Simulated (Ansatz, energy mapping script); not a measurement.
# Spin model of TiI2 in the CdI2 structure from collinear orders

How strongly do the moments of TiI2 in the CdI2 structure couple under PBEsol+U (1.8 eV)? The plan is to run several orders and fit a Heisenberg model.

Main program and level: Ansatz 0.2.0; PBEsol with U = 1.8 eV on Ti d, ortho-atomic projectors; plane waves, U on orthogonalised atomic orbitals unless named otherwise, collinear spin, no spin–orbit coupling.

This is a report of a sequence of runs, with most program output left out.

## (1) The starting structure

Symmetry: P-3m1, No. 164, trigonal system. Conventional cell: a = 4.119 Å, b = 4.119 Å, c = 6.425 Å, α = 90.00°, β = 90.00°, γ = 120.00°. Ti has 6 I at 2.89 Å nearest. Nearest to I lie 3 Ti at 2.89 Å. CdI2 prototype, lattice guessed from radii. Farther neighbours and most contacts between anions are not listed.

This cell was built for the study (CdI2 prototype, lattice guessed from radii), not taken from an experiment; the compound need not form in this structure.

The cell was relaxed beforehand in Ansatz under PBEsol with U = 3 eV on Ti d, ortho-atomic projectors, D3(BJ) dispersion, from parallel moments.

A Hubbard U penalises fractional filling of the shell. It raises the cost of virtual hops to the neighbours, so couplings that rest on such hops usually weaken.

## (2) Seed run in the crystal's own cell

A corrected shell can settle in several orbital fillings. One parallel run, with an occupation width a fifth wider than the orders use, therefore is to supply the occupation matrices. All orders start from them.

Input file input.yaml:

```yaml
crystal:
  lattice:
    - [4.118727608, 0.0, 0.0]
    - [-2.059363804, 3.56692274, 0.0]
    - [0.0, 0.0, 6.425441248]
  atoms:
    - { symbol: Ti, position: [0.0, 0.0, 0.0], spin: 1.0 }
    - { symbol: I, position: [0.333333333, 0.666666667, 0.255491113] }
    - { symbol: I, position: [0.666666667, 0.333333333, 0.744508887] }
magnetization:
  spin_polarized: true
kpoints:
  mp_grid: { grid: [8, 8, 5] }
hamiltonian:
  xc: pbesol
  hubbard:
    sites: [{ species: Ti, l: d, u_eff: 1.8 }]
    projectors: ortho-atomic
scf:
  occupations: { method: fermi_dirac, width: 0.06 }
output:
  eigenvalues: true
```

The run is started by

```
ansatz run input.yaml --threads 4 --pin off --max-ram 8192MiB --backend cpu --events-out ev --progress --plain --runs-dir out
```

Wall time 28 s (4 threads of Arm Neoverse V2, shared host); peak memory 1.4 GiB.

Read from the output:

```yaml
final_state: ferromagnetic
electrons_in_the_corrected_shells: 2.809 e
largest_moment: 1.658 μB
```

## (3) Run 1 (parallel; cell A, 6 atoms)

The parallel order is the zero of energy for this cell and mesh.

Input file input.yaml:

```yaml
crystal:
  lattice:
    - [-4.118727608, 0.0, 0.0]
    - [0.0, 0.0, -6.425441248]
    - [0.0, -7.13384548, 0.0]
  atoms:
    - { symbol: Ti, position: [0.5, 0.0, 0.5], spin: 1.0 }
    - { symbol: Ti, position: [0.0, 0.0, 0.0], spin: 1.0 }
    - { symbol: I, position: [0.500000001, 0.744508887, 0.166666666] }
    - { symbol: I, position: [0.0, 0.744508887, 0.666666666] }
    - { symbol: I, position: [0.0, 0.255491113, 0.333333334] }
    - { symbol: I, position: [0.499999999, 0.255491113, 0.833333334] }
magnetization:
  spin_polarized: true
kpoints:
  mp_grid: { grid: [7, 5, 4] }
hamiltonian:
  xc: pbesol
  hubbard:
    sites:
      - { species: Ti, l: d, u_eff: 1.8 }
      - { site: 0, l: d, u_eff: 1.8, starting_ns: [{ spin: up, occupation_matrix: ti1_major }, { spin: down, occupation_matrix: ti1_minor }] }
      - { site: 1, l: d, u_eff: 1.8, starting_ns: [{ spin: up, occupation_matrix: ti1_major }, { spin: down, occupation_matrix: ti1_minor }] }
    projectors: ortho-atomic
    occupation_matrices:
      ti1_major:
        matrix:
          - [0.08, 0.0, 0.0, 0.0, 0.0]
          - [0.0, 0.544, 0.0, 0.0, -0.384]
          - [0.0, 0.0, 0.544, -0.384, 0.0]
          - [0.0, 0.0, -0.384, 0.615, 0.0]
          - [0.0, -0.384, 0.0, 0.0, 0.615]
      ti1_minor:
        matrix:
          - [0.042, 0.0, 0.0, 0.0, 0.0]
          - [0.0, 0.11, 0.0, 0.0, 0.054]
          - [0.0, 0.0, 0.11, 0.054, 0.0]
          - [0.0, 0.0, 0.054, 0.074, 0.0]
          - [0.0, 0.054, 0.0, 0.0, 0.074]
scf:
  occupations: { method: fermi_dirac, width: 0.05 }
output:
  eigenvalues: true
```

It took 20 s on 4 threads; peak memory 1.1 GiB; 80 s of CPU time.

Spin moment in the sphere by atom:

```tsv
atom	spin moment in the sphere (μB)
Ti1	1.66
Ti2	1.66
I3	-0.02
I4	-0.02
I5	-0.02
I6	-0.02
```

The run ends ferromagnetic.

## (4) Run 2 (compensated +−; cell A, 6 atoms)

This order reverses 4 of the 6 neighbours at 4.12 Å, 0 of the 2 neighbours at 6.42 Å and 4 of the 6 neighbours at 7.13 Å, counted for an average magnetic atom.

Edit input.yaml of step 3 so:

```diff
@@ -7,3 +7,3 @@
     - { symbol: Ti, position: [0.5, 0.0, 0.5], spin: 1.0 }
-    - { symbol: Ti, position: [0.0, 0.0, 0.0], spin: 1.0 }
+    - { symbol: Ti, position: [0.0, 0.0, 0.0], spin: -1.0 }
     - { symbol: I, position: [0.500000001, 0.744508887, 0.166666666] }
@@ -22,3 +22,3 @@
       - { site: 0, l: d, u_eff: 1.8, starting_ns: [{ spin: up, occupation_matrix: ti1_major }, { spin: down, occupation_matrix: ti1_minor }] }
-      - { site: 1, l: d, u_eff: 1.8, starting_ns: [{ spin: up, occupation_matrix: ti1_major }, { spin: down, occupation_matrix: ti1_minor }] }
+      - { site: 1, l: d, u_eff: 1.8, starting_ns: [{ spin: up, occupation_matrix: ti1_minor }, { spin: down, occupation_matrix: ti1_major }] }
     projectors: ortho-atomic
```

It took 14 s on 4 threads; peak memory 1.1 GiB.

Spin moment in the sphere by atom:

```tsv
atom	spin moment in the sphere (μB)
Ti1	1.61
Ti2	-1.61
I3	0.01
I4	-0.01
I5	-0.01
I6	0.01
```

The run ends antiferromagnetic, 20.69 meV a magnetic atom below the parallel order of its cell.

## (5) Parallel start in cell B (6 atoms)

A new cell needs its own zero of energy.

This run holds the same structure in another cell (b 6.425 → 7.134 Å, c 7.134 → 7.632 Å, α 90.0 → 117.9°, β 90.0 → 105.7°).

Input file input.yaml:

```yaml
crystal:
  lattice:
    - [-4.118727608, 0.0, 0.0]
    - [0.0, 7.13384548, 0.0]
    - [2.059363804, -3.56692274, -6.425441248]
  atoms:
    - { symbol: Ti, position: [0.0, 0.0, 0.0], spin: 1.0 }
    - { symbol: Ti, position: [0.5, 0.5, 0.0], spin: 1.0 }
    - { symbol: I, position: [0.872254444, 0.205587777, 0.744508887] }
    - { symbol: I, position: [0.372254444, 0.705587777, 0.744508887] }
    - { symbol: I, position: [0.127745556, 0.794412223, 0.255491113] }
    - { symbol: I, position: [0.627745556, 0.294412223, 0.255491113] }
magnetization:
  spin_polarized: true
kpoints:
  mp_grid: { grid: [7, 5, 7] }
hamiltonian:
  xc: pbesol
  hubbard:
    sites:
      - { species: Ti, l: d, u_eff: 1.8 }
      - { site: 0, l: d, u_eff: 1.8, starting_ns: [{ spin: up, occupation_matrix: ti1_major }, { spin: down, occupation_matrix: ti1_minor }] }
      - { site: 1, l: d, u_eff: 1.8, starting_ns: [{ spin: up, occupation_matrix: ti1_major }, { spin: down, occupation_matrix: ti1_minor }] }
    projectors: ortho-atomic
    occupation_matrices:
      ti1_major:
        matrix:
          - [0.08, 0.0, 0.0, 0.0, 0.0]
          - [0.0, 0.544, 0.0, 0.0, -0.384]
          - [0.0, 0.0, 0.544, -0.384, 0.0]
          - [0.0, 0.0, -0.384, 0.615, 0.0]
          - [0.0, -0.384, 0.0, 0.0, 0.615]
      ti1_minor:
        matrix:
          - [0.042, 0.0, 0.0, 0.0, 0.0]
          - [0.0, 0.11, 0.0, 0.0, 0.054]
          - [0.0, 0.0, 0.11, 0.054, 0.0]
          - [0.0, 0.0, 0.054, 0.074, 0.0]
          - [0.0, 0.054, 0.0, 0.0, 0.074]
scf:
  occupations: { method: fermi_dirac, width: 0.05 }
output:
  eigenvalues: true
```

Wall time 33 s (4 threads); peak memory 1.5 GiB.

The run ends ferromagnetic. For each magnetic atom its energy differs from the parallel run of the first cell by -0.02 meV, an error that one common reference would have brought in.

## (6) Compensated +− start in cell B (6 atoms)

This order reverses 4 of the 6 neighbours at 4.12 Å, 2 of the 2 neighbours at 6.42 Å and 4 of the 6 neighbours at 7.13 Å, counted for an average magnetic atom.

Edit input.yaml of step 5 so:

```diff
@@ -7,3 +7,3 @@
     - { symbol: Ti, position: [0.0, 0.0, 0.0], spin: 1.0 }
-    - { symbol: Ti, position: [0.5, 0.5, 0.0], spin: 1.0 }
+    - { symbol: Ti, position: [0.5, 0.5, 0.0], spin: -1.0 }
     - { symbol: I, position: [0.872254444, 0.205587777, 0.744508887] }
@@ -22,3 +22,3 @@
       - { site: 0, l: d, u_eff: 1.8, starting_ns: [{ spin: up, occupation_matrix: ti1_major }, { spin: down, occupation_matrix: ti1_minor }] }
-      - { site: 1, l: d, u_eff: 1.8, starting_ns: [{ spin: up, occupation_matrix: ti1_major }, { spin: down, occupation_matrix: ti1_minor }] }
+      - { site: 1, l: d, u_eff: 1.8, starting_ns: [{ spin: up, occupation_matrix: ti1_minor }, { spin: down, occupation_matrix: ti1_major }] }
     projectors: ortho-atomic
```

Elapsed: 22 s, on 4 threads; peak memory 1.4 GiB.

The run ends antiferromagnetic, 20.74 meV a magnetic atom below the parallel order of its cell.

## (7) Parallel start in cell C (6 atoms)

The parallel order again, as the reference for this cell.

This run holds the same structure in another cell (b 7.134 → 4.119 Å, c 7.632 → 12.851 Å, α 117.9 → 90.0°, β 105.7 → 90.0°, γ 90.0 → 120.0°).

Input file input.yaml:

```yaml
crystal:
  lattice:
    - [4.118727608, 0.0, 0.0]
    - [-2.059363804, 3.56692274, 0.0]
    - [0.0, 0.0, 12.850882496]
  atoms:
    - { symbol: Ti, position: [0.0, 0.0, 0.0], spin: 1.0 }
    - { symbol: Ti, position: [0.0, 0.0, 0.5], spin: 1.0 }
    - { symbol: I, position: [0.333333333, 0.666666667, 0.127745556] }
    - { symbol: I, position: [0.333333333, 0.666666667, 0.627745556] }
    - { symbol: I, position: [0.666666667, 0.333333333, 0.372254444] }
    - { symbol: I, position: [0.666666667, 0.333333333, 0.872254443] }
magnetization:
  spin_polarized: true
kpoints:
  mp_grid: { grid: [8, 8, 3] }
hamiltonian:
  xc: pbesol
  hubbard:
    sites:
      - { species: Ti, l: d, u_eff: 1.8 }
      - { site: 0, l: d, u_eff: 1.8, starting_ns: [{ spin: up, occupation_matrix: ti1_major }, { spin: down, occupation_matrix: ti1_minor }] }
      - { site: 1, l: d, u_eff: 1.8, starting_ns: [{ spin: up, occupation_matrix: ti1_major }, { spin: down, occupation_matrix: ti1_minor }] }
    projectors: ortho-atomic
    occupation_matrices:
      ti1_major:
        matrix:
          - [0.08, 0.0, 0.0, 0.0, 0.0]
          - [0.0, 0.544, 0.0, 0.0, -0.384]
          - [0.0, 0.0, 0.544, -0.384, 0.0]
          - [0.0, 0.0, -0.384, 0.615, 0.0]
          - [0.0, -0.384, 0.0, 0.0, 0.615]
      ti1_minor:
        matrix:
          - [0.042, 0.0, 0.0, 0.0, 0.0]
          - [0.0, 0.11, 0.0, 0.0, 0.054]
          - [0.0, 0.0, 0.11, 0.054, 0.0]
          - [0.0, 0.0, 0.054, 0.074, 0.0]
          - [0.0, 0.054, 0.0, 0.0, 0.074]
scf:
  occupations: { method: fermi_dirac, width: 0.05 }
output:
  eigenvalues: true
```

It took 8.7 s on 4 threads; peak memory 0.91 GiB.

The run ends ferromagnetic. For each magnetic atom its energy differs from the parallel run of the first cell by -0.02 meV, an error that one common reference would have brought in.

## (8) Run 6 (compensated +−; cell C, 6 atoms)

This order reverses 0 of the 6 neighbours at 4.12 Å, 2 of the 2 neighbours at 6.42 Å and 0 of the 6 neighbours at 7.13 Å, counted for an average magnetic atom.

Edit input.yaml of step 7 so:

```diff
@@ -7,3 +7,3 @@
     - { symbol: Ti, position: [0.0, 0.0, 0.0], spin: 1.0 }
-    - { symbol: Ti, position: [0.0, 0.0, 0.5], spin: 1.0 }
+    - { symbol: Ti, position: [0.0, 0.0, 0.5], spin: -1.0 }
     - { symbol: I, position: [0.333333333, 0.666666667, 0.127745556] }
@@ -22,3 +22,3 @@
       - { site: 0, l: d, u_eff: 1.8, starting_ns: [{ spin: up, occupation_matrix: ti1_major }, { spin: down, occupation_matrix: ti1_minor }] }
-      - { site: 1, l: d, u_eff: 1.8, starting_ns: [{ spin: up, occupation_matrix: ti1_major }, { spin: down, occupation_matrix: ti1_minor }] }
+      - { site: 1, l: d, u_eff: 1.8, starting_ns: [{ spin: up, occupation_matrix: ti1_minor }, { spin: down, occupation_matrix: ti1_major }] }
     projectors: ortho-atomic
```

Wall time 9.5 s (4 threads); peak memory 0.92 GiB; 37 s of CPU time.

The run ends antiferromagnetic, 0.36 meV a magnetic atom above the parallel order of its cell.

## (9) Run 7 (parallel; cell D, 9 atoms)

Input file input.yaml:

```yaml
crystal:
  lattice:
    - [0.0, 0.0, -6.425441248]
    - [0.0, 7.13384548, 0.0]
    - [6.178091412, -3.56692274, 0.0]
  atoms:
    - { symbol: Ti, position: [0.0, 0.0, 0.0], spin: 1.0 }
    - { symbol: Ti, position: [0.0, 0.333333333, 0.666666667], spin: 1.0 }
    - { symbol: Ti, position: [0.0, 0.666666667, 0.333333333], spin: 1.0 }
    - { symbol: I, position: [0.744508887, 0.333333333, 0.0] }
    - { symbol: I, position: [0.744508887, 0.666666667, 0.666666666] }
    - { symbol: I, position: [0.744508887, 0.0, 0.333333333] }
    - { symbol: I, position: [0.255491113, 0.333333333, 0.333333334] }
    - { symbol: I, position: [0.255491113, 0.666666667, 0.0] }
    - { symbol: I, position: [0.255491113, 0.0, 0.666666667] }
magnetization:
  spin_polarized: true
kpoints:
  mp_grid: { grid: [5, 5, 5] }
hamiltonian:
  xc: pbesol
  hubbard:
    sites:
      - { species: Ti, l: d, u_eff: 1.8 }
      - { site: 0, l: d, u_eff: 1.8, starting_ns: [{ spin: up, occupation_matrix: ti1_major }, { spin: down, occupation_matrix: ti1_minor }] }
      - { site: 1, l: d, u_eff: 1.8, starting_ns: [{ spin: up, occupation_matrix: ti1_major }, { spin: down, occupation_matrix: ti1_minor }] }
      - { site: 2, l: d, u_eff: 1.8, starting_ns: [{ spin: up, occupation_matrix: ti1_major }, { spin: down, occupation_matrix: ti1_minor }] }
    projectors: ortho-atomic
    occupation_matrices:
      ti1_major:
        matrix:
          - [0.08, 0.0, 0.0, 0.0, 0.0]
          - [0.0, 0.544, 0.0, 0.0, -0.384]
          - [0.0, 0.0, 0.544, -0.384, 0.0]
          - [0.0, 0.0, -0.384, 0.615, 0.0]
          - [0.0, -0.384, 0.0, 0.0, 0.615]
      ti1_minor:
        matrix:
          - [0.042, 0.0, 0.0, 0.0, 0.0]
          - [0.0, 0.11, 0.0, 0.0, 0.054]
          - [0.0, 0.0, 0.11, 0.054, 0.0]
          - [0.0, 0.0, 0.054, 0.074, 0.0]
          - [0.0, 0.054, 0.0, 0.0, 0.074]
scf:
  occupations: { method: fermi_dirac, width: 0.05 }
output:
  eigenvalues: true
```

Elapsed: 22 s, on 4 threads; peak memory 1.4 GiB; 85 s of CPU time.

The run ends ferromagnetic. For each magnetic atom its energy differs from the parallel run of the first cell by -0.05 meV, an error that one common reference would have brought in.

## (10) Uncompensated ++− start in cell D (9 atoms)

This order reverses 4 of the 6 neighbours at 4.12 Å, 0 of the 2 neighbours at 6.42 Å and 0 of the 6 neighbours at 7.13 Å, counted for an average magnetic atom.

Edit input.yaml of step 9 so:

```diff
@@ -8,3 +8,3 @@
     - { symbol: Ti, position: [0.0, 0.333333333, 0.666666667], spin: 1.0 }
-    - { symbol: Ti, position: [0.0, 0.666666667, 0.333333333], spin: 1.0 }
+    - { symbol: Ti, position: [0.0, 0.666666667, 0.333333333], spin: -1.0 }
     - { symbol: I, position: [0.744508887, 0.333333333, 0.0] }
@@ -26,3 +26,3 @@
       - { site: 1, l: d, u_eff: 1.8, starting_ns: [{ spin: up, occupation_matrix: ti1_major }, { spin: down, occupation_matrix: ti1_minor }] }
-      - { site: 2, l: d, u_eff: 1.8, starting_ns: [{ spin: up, occupation_matrix: ti1_major }, { spin: down, occupation_matrix: ti1_minor }] }
+      - { site: 2, l: d, u_eff: 1.8, starting_ns: [{ spin: up, occupation_matrix: ti1_minor }, { spin: down, occupation_matrix: ti1_major }] }
     projectors: ortho-atomic
```

The job ended after 21 s (4 threads; peak memory 1.4 GiB; 83 s of CPU time).

The run ends ferrimagnetic, 15.08 meV a magnetic atom below the parallel order of its cell.

## (11) From energies to couplings

Each energy difference is a sum of couplings weighted by the pairs that the order reverses. A few near shells are fitted to the differences by least squares. Energies are those extrapolated to zero occupation width, not the free energies F.

Energies from the parallel order of the same cell:

```tsv
order	atoms	energy (meV a magnetic atom)	moments (μB)	moments kept as typed	opposed neighbours at 4.12, 6.42, 7.13 Å
parallel in cell A	6	0.00	1.66	yes	0, 0, 0
compensated +− in cell A	6	-20.69	1.61	yes	4, 0, 4
parallel in cell B	6	0.00	1.66	yes	0, 0, 0
compensated +− in cell B	6	-20.74	1.61	yes	4, 2, 4
parallel in cell C	6	0.00	1.66	yes	0, 0, 0
compensated +− in cell C	6	0.36	1.66	yes	0, 2, 0
parallel in cell D	9	0.00	1.66	yes	0, 0, 0
uncompensated ++− in cell D	9	-15.08	1.59 to 1.62	yes	4, 0, 0
```

The Heisenberg fit (each pair counts twice, positive J is ferromagnetic):

```tsv
pair	distance (Å)	neighbours	J (meV)
Ti–Ti	4.12	6	-1.88
Ti–Ti	6.42	2	0.0564
Ti–Ti	7.13	6	-0.719
```

These orders cannot tell some unfitted shells from fitted ones: the value at 4.12 Å holds J(4.12) + J(8.24) and the value at 7.13 Å holds J(7.13) − J(8.24); other unfitted shells add to the values wholly or in part.

Adding the shell at 7.63 Å gives -1.9, 0.013, -0.70 and 0.013 meV and a mean-field temperature of 40.6 K, an exact solve that tests nothing.

Limits of this fit: it ranks the two lowest orders otherwise than their energies do.

In mean field these couplings order at 41.2 K, at q = (0.00, 0.50, 0.00) in fractions of the conventional cell's reciprocal vectors, and give a Curie–Weiss temperature of -120 K.

## (12) Finite temperature

Mean field ignores fluctuations and overstates the ordering temperature, so the model is also sampled. The heat capacity peaks where order sets in.

Classical unit spins with these couplings on 12×6×6 copies of a cell that holds the lowest order (864 spins), heat-bath sweeps, cooled from random directions, 1196 sweeps to settle and 3588 measured at each temperature, averaged over 4 runs.

```tsv
T (K)	order along the lowest pattern	net moment	heat capacity (k_B a spin)
4.94	0.04	0.01	1.07
8.45	0.05	0.01	1.13
13.7	0.07	0.01	1.56
15.5	0.08	0.01	1.88
17.2	0.08	0.01	1.86
20.7	0.07	0.01	1.08
26.0	0.06	0.01	0.64
29.5	0.06	0.01	0.51
33.0	0.05	0.01	0.43
36.5	0.05	0.01	0.36
41.8	0.05	0.02	0.30
45.3	0.05	0.02	0.28
```

The smoothed heat capacity peaks at 16 K. The order column follows one pattern alone; equivalent domains or another pattern share the rest.

## (13) Results

| Quantity | Value |
| --- | --- |
| lowest order tried | compensated +− in cell B |
| largest fitted value (a combination of shells), Ti–Ti at 4.12 Å | -1.88 meV |
| ordering temperature, mean field | 41.2 K |
| heat-capacity peak, Monte Carlo | 16 K |

In words: Of the orders tried, TiI2 in the CdI2 structure prefers the order “compensated +− in cell B” under PBEsol+U (1.8 eV), with 4 of 6 neighbours at 4.12 Å, 2 of 2 neighbours at 6.42 Å and 4 of 6 neighbours at 7.13 Å opposed, and the heat capacity of the fitted model peaks near 16 K (Monte Carlo, classical spins). The next opposed order lies only 0.05 meV higher, so the two are not resolved. The largest fitted value is -1.9 meV, at 4.12 Å. It is a combination of shells that these orders cannot split, so neither its size nor its sign can be laid on that pair alone. The orders also reverse pairs at 7.63 and 8.24 Å, which are not fitted, so the fitted values hold their part too. With 4 differences for 3 couplings the fit misses by 0.14 meV at most, a small part of the spread. In the fitted orders moments change by up to 4.1 % against the parallel run of the same cell, so their size stays put. Monte Carlo puts the peak at 0.39 of the mean-field temperature, low enough to point to frustration or weakly coupled layers or chains. In tests on simple cubic and body-centred models such peaks lay 5 to 6 % under the bulk value. On cooling, the order along the one computed pattern stays at or under 0.08: the model settles in an equivalent domain, a degenerate mixture or another order. The Curie–Weiss temperature is 7.5 times the peak temperature in size, a mark of frustration. The parallel order holds 2 μB a magnetic atom, spin 1; the common factor (S+1)/S would raise the classical 16 K to 32 K, a correction that often overshoots. The cell was built from a prototype and relaxed; a distortion that needs a larger cell, or another structure that the compound may prefer, is not captured.

[Logs and program files are shortened in this print: banners, set-up blocks, solver, clock and traceback lines can be left out without a mark of their own.]

[Logs are printed without paths, hosts, clocks, repeated set-up lines and the standing remarks that a program may print on its own settings, such as how far it seeks lower states.]

[Hosts, paths, dates, database ids (printed as entryN), source tags and the programs' standing remarks are cut or masked in the printed files.]

[Where a cell is said to come from a database of computed structures, the database is the Materials Project.]
